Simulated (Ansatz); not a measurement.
# What CaTiSe3 (model cell, started as cubic perovskite with Ti in the octahedra) distorts into

Aim: this structure of CaTiSe3 (model cell, started as cubic perovskite with Ti in the octahedra) is to be tested for unstable modes, and one is followed downhill.

Calculated with Ansatz 0.2.0; DFT PBEsol, scalar-relativistic, plane waves, PAW; PAW set soft_1.

The structure was built from a prototype and need not be the compound's stable phase.

### Step 1. Starting point

Symmetry: Pm-3m, No. 221, cubic system. Conventional cell: a = 4.921 Å, b = 4.921 Å, c = 4.921 Å, α = 90.00°, β = 90.00°, γ = 90.00°. Ca has 12 Se at 3.48 Å nearest. Ti has 6 Se at 2.46 Å nearest. Nearest to Se lie 2 Ti at 2.46 Å and 4 Ca at 3.48 Å. Farther neighbours and most contacts between anions are not listed.

### Step 2. The dispersion

The cell comes from relaxations at this level that are not shown. Stability and thermal properties need the whole zone. Linear response on a 2×2×2 q mesh gives force constants as far as a supercell of that size would.

input.yaml reads:

```yaml
crystal:
  lattice:
    - [4.9205037157, 0.0, 0.0]
    - [0.0, 4.9205037157, 0.0]
    - [0.0, 0.0, 4.9205037157]
  atoms:
    - { symbol: Ca, position: [0.0, 0.0, 0.0] }
    - { symbol: Ti, position: [0.5, 0.5, 0.5] }
    - { symbol: Se, position: [0.5, 0.5, 0.0] }
    - { symbol: Se, position: [0.5, 0.0, 0.5] }
    - { symbol: Se, position: [0.0, 0.5, 0.5] }
kpoints:
  mp_grid: { grid: [8, 8, 8] }
hamiltonian:
  xc: pbesol
  pseudopotentials: { kind: paw, azcp: { folder: soft_1 }, xc_functional: pbe }
scf:
  occupations: { method: methfessel_paxton, width: 0.2 }
output:
  eigenvalues: true
phonons:
  method: dfpt
  qmesh: [2, 2, 2]
  temperatures: { t_max: 1000, t_step: 50 }
  qpath:
    path:
      - [[0.0, 0.0, 0.0], [0.0, 0.5, 0.0], [0.5, 0.5, 0.0], [0.0, 0.0, 0.0], [0.5, 0.5, 0.5], [0.0, 0.5, 0.0]]
      - [[0.5, 0.5, 0.5], [0.5, 0.5, 0.0]]
    npoints: 10
```

The run is started by

```bash
$ ansatz run input.yaml --threads 4 --pin off --max-ram 16384MiB --backend cpu --events-out ev --progress --plain --runs-dir out
```

Numbers of over 12 decimals in the logs are rounded to 6 here.

The log of the run:

```text
Engine: ansatz 0.2.0, aarch64-unknown-linux-gnu
Pseudopotentials: kind: paw
Pseudopotential: Ca, paw, valence charge 10, recommended cutoff 420 eV (normal), soft_1/Ca.paw.azcp
Pseudopotential: Ti, paw, valence charge 12, recommended cutoff 420 eV (normal), soft_1/Ti.paw.azcp
Pseudopotential: Se, paw, valence charge 16, recommended cutoff 420 eV (normal), soft_1/Se.paw.azcp
Functional definition: PBEsol
  exchange = pbesol_x
  correlation = pbesol_c
Crystal: 5 atoms, lattice volume = 119.132 Å³
Basis set: ecut = 420 eV, 2325 PW (Γ), exchange–correlation on 72×72×72 points (8 copies of the dense FFT grid, shifted against one another)
Bands: 42, of which v1, the nominal top of the filled ones, is band 35 counted from 1 (34 counted from 0)
Symmetry: 48 space group operations
k-points: 35 of 512
Non-local potential: Ca, projectors of the file, l = 0: 3, l = 1: 2, l = 2: 2
Non-local potential: Ti, projectors of the file, l = 0: 3, l = 1: 2, l = 2: 3, l = 3: 1
Non-local potential: Se, projectors of the file, l = 0: 2, l = 1: 2, l = 2: 3, l = 3: 1
PAW form: soft (Blöchl's): semilocal exchange-correlation on the pseudo side does not see the compensation charge
PAW frozen core: Ca, regenerated for the run's functional, and the local potential with it (the file was generated under x = pbe(κ = 0.804, μ = 0.219515), c = pbe(β = 0.066725))
PAW frozen core: Ti, regenerated for the run's functional, and the local potential with it (the file was generated under x = pbe(κ = 0.804, μ = 0.219515), c = pbe(β = 0.066725))
PAW frozen core: Se, regenerated for the run's functional, and the local potential with it (the file was generated under x = pbe(κ = 0.804, μ = 0.219515), c = pbe(β = 0.066725))
PAW one-centre angular grid: Ca, 110 points (default); XC on 64 Gauss nodes
PAW one-centre angular grid: Ti, 590 points (default); XC on 64 Gauss nodes
PAW one-centre angular grid: Se, 590 points (default); XC on 64 Gauss nodes
Initial density: superposition of atomic densities (chi_scale 0.1, normalization cell, long waves kept (reshape's long-wave potential 0.00 eV rms))
Initial wavefunctions: pseudopotential atomic-orbital guess
Functional: x = pbesol(κ = 0.804, μ = 0.123457), c = pbesol(β = 0.046)
SCF iter   1: F=—  HF=-20548.852569 eV  |F-HF|=—  |Δ(HF+E_count)|=         —  Δρ=1.06e-1  dr2=2.61e1  ethr=3.10e-3  ⟨swp⟩=6.9  Hψ=5603  notcnv=0
preconditioner: auto → Kerker (q_TF=auto, 2.497 Å⁻¹)  [metal: Δε(μ)=0.059 eV  Ē_g=6.186 eV  σ=0.200 eV  W_gap=0.25  n_scr=26 (ndim 8)  ℏωp=16.7 eV  f_vac=0.000  D(μ)=3.87/eV (n_scr^D=26)]
SCF iter   2: F=—  HF=-20546.801212 eV  |F-HF|=—  |Δ(HF+E_count)|=    2.05e0  S|Δr|=    0.00e0  Δρ=5.34e-2  dr2=7.10e0  ethr=3.10e-3  ⟨swp⟩=3.0  Hψ=2600  notcnv=0  defer=3
SCF iter   3: F=—  HF=-20546.045561 eV  |F-HF|=—  |Δ(HF+E_count)|=   7.56e-1  S|Δr|=    0.00e0  Δρ=8.66e-3  dr2=1.38e-1  ethr=3.10e-3  ⟨swp⟩=3.3  Hψ=2263  notcnv=0  defer=3
SCF iter   4: F=—  HF=-20546.032940 eV  |F-HF|=—  |Δ(HF+E_count)|=   1.26e-2  S|Δr|=    0.00e0  Δρ=3.33e-3  dr2=1.63e-2  ethr=1.97e-4  ⟨swp⟩=2.1  Hψ=3061  notcnv=0  defer=14
SCF iter   5: F=—  HF=-20546.032086 eV  |F-HF|=—  |Δ(HF+E_count)|=   8.54e-4  S|Δr|=    0.00e0  Δρ=1.18e-3  dr2=2.32e-3  ethr=2.33e-5  ⟨swp⟩=2.0  Hψ=2632  notcnv=0  defer=14
SCF iter   6: F=—  HF=-20546.032170 eV  |F-HF|=—  |Δ(HF+E_count)|=   8.40e-5  S|Δr|=    0.00e0  Δρ=5.09e-4  dr2=4.70e-4  ethr=3.31e-6  ⟨swp⟩=2.0  Hψ=2101  notcnv=0  defer=14
SCF iter   7: F=—  HF=-20546.032246 eV  |F-HF|=—  |Δ(HF+E_count)|=   7.62e-5  S|Δr|=    0.00e0  Δρ=1.29e-4  dr2=4.01e-5  ethr=6.71e-7  ⟨swp⟩=2.0  Hψ=1863  notcnv=0  defer=14
SCF iter   8: F=—  HF=-20546.032248 eV  |F-HF|=—  |Δ(HF+E_count)|=   1.76e-6  S|Δr|=    0.00e0  Δρ=5.23e-5  dr2=6.04e-6  ethr=5.72e-8  ⟨swp⟩=2.1  Hψ=1721  notcnv=0  defer=14
SCF iter   9: F=—  HF=-20546.032245 eV  |F-HF|=—  |Δ(HF+E_count)|=   2.54e-6  S|Δr|=    0.00e0  Δρ=1.09e-5  dr2=2.75e-7  ethr=8.62e-9  ⟨swp⟩=2.0  Hψ=2039  notcnv=0  defer=14
SCF iter  10: F=—  HF=-20546.032245 eV  |F-HF|=—  |Δ(HF+E_count)|=   3.96e-8  S|Δr|=    0.00e0  Δρ=3.44e-6  dr2=2.47e-8  ethr=3.92e-10  ⟨swp⟩=2.0  Hψ=2628  notcnv=0  defer=16
SCF iter  11: F=—  HF=-20546.032245 eV  |F-HF|=—  |Δ(HF+E_count)|=   2.06e-9  S|Δr|=    0.00e0  Δρ=1.04e-6  dr2=2.67e-9  ethr=3.52e-11  ⟨swp⟩=3.0  Hψ=2775  notcnv=0  defer=16
SCF iter  12: F=—  HF=-20546.032245 eV  |F-HF|=—  |Δ(HF+E_count)|=  8.73e-11  S|Δr|=    0.00e0  Δρ=3.13e-7  dr2=1.60e-10  ethr=3.81e-12  ⟨swp⟩=2.1  Hψ=1815  notcnv=0  defer=16
SCF iter  13: F=—  HF=-20546.032245 eV  |F-HF|=—  |Δ(HF+E_count)|=  3.27e-11  S|Δr|=    0.00e0  Δρ=1.08e-7  dr2=1.84e-11  ethr=1.00e-12  ⟨swp⟩=1.2  Hψ=1515  notcnv=0  defer=16
SCF iter  14: F=-20546.032245 eV  HF=-20546.032245 eV  |F-HF|=3.64e-12  |Δ(HF+E_count)|=  7.28e-12  S|Δr|=    0.00e0  Δρ=1.85e-8  dr2=4.29e-13  ethr=1.00e-12  ⟨swp⟩=8.8  Hψ=7305  notcnv=0
SCF 1 converged in 14 iterations: F = -20546.032245 eV  dr2 = 4.29e-13
  greatest PAW one-centre occupation: 1.000 electrons in one spin orbital (limit 2), on the Se atom at site 3 (counted from 0), in its partial waves of l = 2
Initial density: read from a saved state, or passed on in memory by an earlier SCF of this step, an earlier step, the calling program or the single point that the run made first
iter 1 solved again at ethr=1.80e-7 eV; its pass at ethr=3.10e-3 eV (dr2=1.26e-4 eV) is discarded
SCF iter   1: F=—  HF=-20546.032246 eV  |F-HF|=—  |Δ(HF+E_count)|=         —  Δρ=2.69e-7  dr2=4.54e-11  ethr=1.80e-7  ⟨swp⟩=3.2  Hψ=9330  notcnv=0
eigensolver tolerance schedule: the retry pair's looser diagonalisation over-reported the residual by 2773667.85 of it (diagonalisation noise at an unbounded share of the residual, at the tolerance the schedule requests for it); recorded, not acted on — ethr = c·dr2/N_el stays at c = 1.0e-1
preconditioner: auto → LDOS  [metal: Δε(μ)=0.102 eV  Ē_g=7.233 eV  σ=0.200 eV  W_gap=0.41  n_scr=26 (ndim 8)  ℏωp=16.7 eV  f_vac=0.012  D(μ)=2.28/eV (n_scr^D=18)  β→1.0]
SCF iter   2: F=—  HF=-20546.032245 eV  |F-HF|=—  |Δ(HF+E_count)|=   9.21e-7  S|Δr|=    0.00e0  Δρ=3.41e-7  dr2=8.90e-11  ethr=1.00e-12  ⟨swp⟩=3.7  Hψ=4156  notcnv=0
SCF iter   3: F=—  HF=-20546.032245 eV  |F-HF|=—  |Δ(HF+E_count)|=  5.09e-11  S|Δr|=    0.00e0  Δρ=1.56e-7  dr2=1.55e-11  ethr=1.00e-12  ⟨swp⟩=1.0  Hψ=1470  notcnv=0
SCF iter   4: F=-20546.032245 eV  HF=-20546.032245 eV  |F-HF|=3.64e-12  |Δ(HF+E_count)|=  3.64e-12  S|Δr|=    0.00e0  Δρ=1.06e-7  dr2=6.72e-12  ethr=1.00e-12  ⟨swp⟩=3.3  Hψ=3224  notcnv=0
SCF 2 converged in 4 iterations: F = -20546.032245 eV  dr2 = 6.72e-12
  greatest PAW one-centre occupation: 1.000 electrons in one spin orbital (limit 2), on the Se atom at site 2 (counted from 0), in its partial waves of l = 2
phonons: the bands overlap, so this run is a metal and interpolates without the dipole-dipole term. If the crystal is really an insulator or semiconductor, its LO-TO splitting is missing
NSCF: frozen V_eff on 35 k-points
NSCF: frozen V_eff on 125 k-points
DFPT response loops at q = (0, 0, 0) (fractional): preconditioner auto → Kerker (q_TF=auto, 2.497 Å⁻¹) (partly filled bands, converged f_vac=0.012); β = 1.00, the filter's whole step (`scf.mixing.beta` (0.50) is not read by the response loops under this deck's `scf.mixing.preconditioner`; to damp them name `kerker` or `kerker_dos`, under which they read `scf.mixing.beta`, and type it under 1.00, their step now; both keys bind the ground state too); Broyden in place of MSR1
NSCF: frozen V_eff on 250 k-points
DFPT response loops at q = (0, 0, -0.5) (fractional): mixed as the last ones told, above
NSCF: frozen V_eff on 250 k-points
DFPT response loops at q = (0, -0.5, -0.5) (fractional): mixed as the last ones told, above
NSCF: frozen V_eff on 250 k-points
DFPT response loops at q = (-0.5, -0.5, -0.5) (fractional): mixed as the last ones told, above
SCF converged after 14 iterations
Stability not checked: this state was not tested for a lower state beside it, because cold or Methfessel-Paxton smearing, or corrected tetrahedra, fill the levels in a way that the test cannot read (fill_not_monotonic; see scf.lower_state_search)
Free energy (F): -20546.032245 eV
Harris-Foulkes:  -20546.032245 eV  (|F-HF|=3.64e-12)
Internal energy: -20546.032627 eV  (E = F + TS)
E sigma→0 (E₀):  -20546.032341 eV
Entropy (-TS):   0.000382 eV (0.076 meV/atom)
Fermi energy:    8.852161 eV
Step filling:    the computed levels leave a gap of 0.0225 eV = 0.1 smearing widths at the electron count; against every level under it full and every level over it empty, smearing changes F+E_penalty+E_count by +2.624 meV and its σ→0 estimate by +2.528 meV
--- Per-component energies (eV) ---
  E_band       = -1474.259303
  E_kinetic    = 867.825111
  E_local      = -10196.540249  (includes V_loc(G=0)·N_el)
  E_nonlocal   = -907.400703
  E_hartree    = 5074.779067
  E_xc         = -497.133073
  E_vxc        = -576.008444  (∫ρ·V_xc dr)
  E_paw        = -8118.587036  (= ΣΔE_a)
  E_vpaw       = -811.692027  (= ΣTr[D̂ρ^β])
  E_aug_tail   = -0.001177  (compensation charges beyond the density's cutoff)
  E_ewald      = -6772.258102
  E_core_change = 3.283534  (= ΣΔE_core)
  E_smearing   = 0.000382  (= −TS)
  E_closure    = 0.000000  (closes the sum)
  Σ components = -20546.032245   (vs F -20546.032245, Δ=0.00e0)
--- Band table (eV; the first three rows and the last of 35) ---
  k-point 0: bands = [... 31 lower, 7.4615, 8.3525, 8.3525, 8.3525, 8.4259, 8.4259, 8.4259, 9.7084, ... 3 higher]
  k-point 1: bands = [... 31 lower, 7.2760, 7.7641, 8.1581, 8.1581, 8.3670, 8.9785, 8.9785, 9.7554, ... 3 higher]
  k-point 2: bands = [... 31 lower, 6.7465, 6.9140, 8.0775, 8.0775, 8.4028, 9.6191, 9.6191, 9.8121, ... 3 higher]
  k-point 34: bands = [... 31 lower, 5.1082, 9.0991, 9.0991, 9.0991, 10.1272, 10.1605, 10.1605, 10.1605, ... 3 higher]
--- Phonons (Γ-DFPT): 4 representative perturbations + reference (Σ response iterations 13) ---
  ASR residual: 3.054e-5 → 0.000e0 eV/Å²; symmetrization residual: 1.033e-5 eV/Å²
  ASR residual per site (eV/Å²): 3.05e-5 1.55e-5 7.94e-6 7.94e-6 7.94e-6
  Γ frequencies (cm⁻¹): -96.72 -96.72 -96.72 -57.43 -57.43 -57.43 -45.76 -45.76 -45.76 0.00 0.00 0.00 260.03 260.03 260.03
--- Phonons (arbitrary-q DFPT): 4 irreducible q on the 2×2×2 mesh ---
  q = [0.0000, 0.0000, 0.0000] (star 1, of the zone-centre solve; hermiticity 1.66e-6, symmetrization 6.13e-12): -96.72 -96.72 -96.72 -57.43 -57.43 -57.43 -45.76 -45.76 -45.76 -0.00 -0.00 0.00 260.03 260.03 260.03
  q = [0.0000, 0.0000, -0.5000] (star 3, 9 solved perturbations in 975 linear systems a pass and spin channel, the states on 125 of 512 k-point pairs; hermiticity 9.67e-7, symmetrization 2.54e-12): -87.32 -87.32 -54.95 -54.95 -45.02 -40.60 -40.60 -9.67 69.94 69.94 81.86 240.64 248.51 258.63 258.63
  q = [0.0000, -0.5000, -0.5000] (star 3, 9 solved perturbations in 975 linear systems a pass and spin channel, the states on 125 of 512 k-point pairs; hermiticity 1.08e-6, symmetrization 5.55e-13): -101.09 -91.02 -91.02 -68.10 -61.60 62.17 62.17 63.80 63.80 120.44 143.41 243.41 243.41 257.97 265.16
  q = [-0.5000, -0.5000, -0.5000] (star 1, 4 solved perturbations in 350 linear systems a pass and spin channel, the states on 125 of 512 k-point pairs; hermiticity 2.67e-7, symmetrization 2.92e-12): -103.76 -103.76 -103.76 -88.73 -88.73 -88.73 73.10 73.10 115.40 115.40 115.40 243.57 243.57 243.57 279.80
  sum rule: each row above includes the acoustic sum rule's correction from the zone centre's row sums; it moved no ω² by more than (0.46 cm⁻¹)²
  mesh force constants: q→R imaginary residual 4.11e-18; ASR residual 3.054e-5 → 0.000e0 eV/Å²; symmetrization residual 8.882e-15 eV/Å²
  interpolated dispersion: 62 rows × 15 modes
  density of states and harmonic sums: on the 14×14×14 q-mesh, interpolated from the force constants of a 2×2×2 supercell (no non-analytic term)
  largest difference from the sums on the solved wave vectors: F 2.33e-1 eV, S 3.19e-4 and C_V 8.71e-5 eV/K
  zero-point energy: 0.084999 eV/cell   skipped modes (ω ≤ 0): 749, of them read as no rigid motion or as one in doubt: 746 (6.116e0 modes/cell left out, lowest -103.76 cm⁻¹)   left out of the sums: 4.08e-1 of the cell's modes: C_V's classical limit lies that fraction below 3 k_B per atom; for a crystal, a wire or a layer, F and S can be off by more, and a phonons.interpolated_qmesh denser along its periods is the remedy for the sampling
```

Elapsed: 7.6 min, on 4 threads of Arm Neoverse V1, shared host; peak memory 1.9 GiB.

In the SCF lines HF is the Harris–Foulkes energy and dr2 the Hartree energy of the density residual, in eV; the loop may stop once dr2 is under the threshold and the program's other checks hold. Hψ counts applications of the Hamiltonian.

This step gave:

* volume per atom: 23.83 Å³
* gap on the k-mesh: 0 eV
* sum-rule residual before enforcement: 3.05e-5 eV/Å²
* lowest frequency on the path: -103.8 cm⁻¹
* point group: m-3m
* highest frequency on the path or at a solved wavevector: 288.5 cm⁻¹
* highest optical mode at the zone centre (no LO-TO term): 260.0 cm⁻¹
* lowest optical zone-centre mode: -96.72 cm⁻¹
* lowest mode on the q mesh (acoustic modes at Γ apart): -103.8 cm⁻¹

Frequencies (cm⁻¹) solved at each irreducible wavevector; negative means imaginary. Frequencies by wavevector, by row:

```
q in reciprocal lattice units  star  mode 1  mode 2  mode 3  mode 4  mode 13  mode 14  mode 15
                        0 0 0     1   -96.7   -96.7   -96.7   -57.4      260      260      260
                     0 0 -0.5     3   -87.3   -87.3     -55     -55    248.5    258.6    258.6
                  0 -0.5 -0.5     3  -101.1     -91     -91   -68.1    243.4      258    265.2
               -0.5 -0.5 -0.5     1  -103.8  -103.8  -103.8   -88.7    243.6    243.6    279.8
```

Interpolated from a 2×2×2 q mesh. Phonon branches along the path, in cm⁻¹:

```
    point  branch 1  branch 2  branch 3  branch 4  branch 12  branch 13  branch 14  branch 15
        Γ       -97       -97       -97       -57          0        260        260        260
  halfway       -92       -92       -73       -52        154        259        259        262
        X       -87       -87       -55       -55        241        248        259        259
  halfway       -90       -81       -79       -77        217        242        258        272
        M      -101       -91       -91       -68        243        243        258        265
  halfway       -88       -86       -82       -69        161        243        259        274
        Γ       -97       -97       -97       -57          0        260        260        260
  halfway       -86       -85       -85       -74        168        240        240        286
        R      -104      -104      -104       -89        244        244        244        280
  halfway       -88       -86       -84       -82        205        238        243        286
        X       -87       -87       -55       -55        241        248        259        259
jump to R      -104      -104      -104       -89        244        244        244        280
  halfway      -102       -91       -91       -79        220        243        243        285
        M      -101       -91       -91       -68        243        243        258        265
```

Symmetry leaves 4 wavevectors to solve. The lowest mode among them, the acoustic zeros apart, lies at q = (-0.5, -0.5, -0.5) and is imaginary, 103.8i cm⁻¹, so the energy falls along it.

### Step 3. The mode frozen in, largest atomic shift 0 Å

The mode followed lies at q = (-0.5, -0.5, -0.5) with frequency 103.8i cm⁻¹ and is 3-fold degenerate, the softest among the wavevectors solved. At small amplitude the distorted cell has space group no. 167 by a symmetry search on the positions. The undistorted cell that holds it gives the zero of energy on the same k mesh.

System of this step: CaTiSe3 (model cell, started as cubic perovskite with Ti in the octahedra). It takes space group Pm-3m (No. 221, cubic). The conventional cell has a = 4.921 Å, b = 4.921 Å, c = 4.921 Å, α = 90.00°, β = 90.00°, γ = 90.00°. Nearest to Ca lie 12 Se at 3.48 Å. Nearest to Ti lie 6 Se at 2.46 Å. Nearest to Se lie 2 Ti at 2.46 Å and 4 Ca at 3.48 Å. Farther neighbours and most contacts between anions are not listed.

input.yaml, the sections that differ from step 2:

```yaml
crystal:
  lattice:
    - [4.9205037157, 4.9205037157, 0.0]
    - [4.9205037157, 0.0, 4.9205037157]
    - [4.9205037157, 0.0, -4.9205037157]
  atoms:
    - { symbol: Ca, position: [0.0, 0.0, 0.0] }
    - { symbol: Ca, position: [0.0, 0.5, 0.5] }
    - { symbol: Ti, position: [0.5, 0.25, 0.75] }
    - { symbol: Ti, position: [0.5, 0.75, 0.25] }
    - { symbol: Se, position: [0.5, 0.0, 0.0] }
    - { symbol: Se, position: [0.5, 0.5, 0.5] }
    - { symbol: Se, position: [0.0, 0.5, 0.0] }
    - { symbol: Se, position: [0.0, 0.0, 0.5] }
    - { symbol: Se, position: [0.5, 0.0, 0.5] }
    - { symbol: Se, position: [0.5, 0.5, 0.0] }
output:
  forces: true
  stress: true
  eigenvalues: true
# kpoints, hamiltonian, scf: as in step 2
# phonons: removed
```

The log of the run:

```text
[...]
Crystal: 10 atoms, lattice volume = 238.264 Å³
Basis set: ecut = 420 eV, 4645 PW (Γ), exchange–correlation on 96×96×96 points (8 copies of the dense FFT grid, shifted against one another)
Bands: 84, of which v1, the nominal top of the filled ones, is band 70 counted from 1 (69 counted from 0)
Symmetry: 96 space group operations
[...]
k-points: 29 of 512
[...]
k-point 0: bands = [... 66 lower, 8.3867, 8.4255, 8.4255, 8.4255, 9.0907, 9.0907, 9.0907, 9.7446, ... 10 higher]
  k-point 1: bands = [... 66 lower, 8.1844, 8.7132, 8.7132, 8.7247, 8.8803, 8.8803, 9.0058, 9.9571, ... 10 higher]
  k-point 2: bands = [... 66 lower, 7.9027, 8.4321, 8.4321, 8.7789, 8.9445, 9.0674, 9.0674, 9.8854, ... 10 higher]
  k-point 28: bands = [... 66 lower, 6.9589, 6.9589, 7.9460, 7.9460, 9.5901, 9.5901, 9.9966, 9.9966, ... 10 higher]
[key lines of the parts left out:]
SCF converged after 10 iterations
Free energy (F): -41092.077784 eV
Fermi energy:    8.827462 eV
P = ⅓ Tr σ = -0.0658 GPa (-0.658 kbar)
```

Run time: 12 s. Hardware: 4 threads; peak memory 1 GiB.

Numbers from this step:

```
pressure                         : -0.06582 GPa
energy from the undistorted cell : 0 meV/atom
```

The run ends at a pressure of -0.07 GPa.

(Continued in part 2 of 3.)

[Logs are printed without paths, hosts, clocks, repeated set-up lines and the standing remarks that a program may print on its own settings, such as how far it seeks lower states.]

[Hosts, paths, dates, database ids (printed as entryN), source tags and the programs' standing remarks are cut or masked in the printed files.]
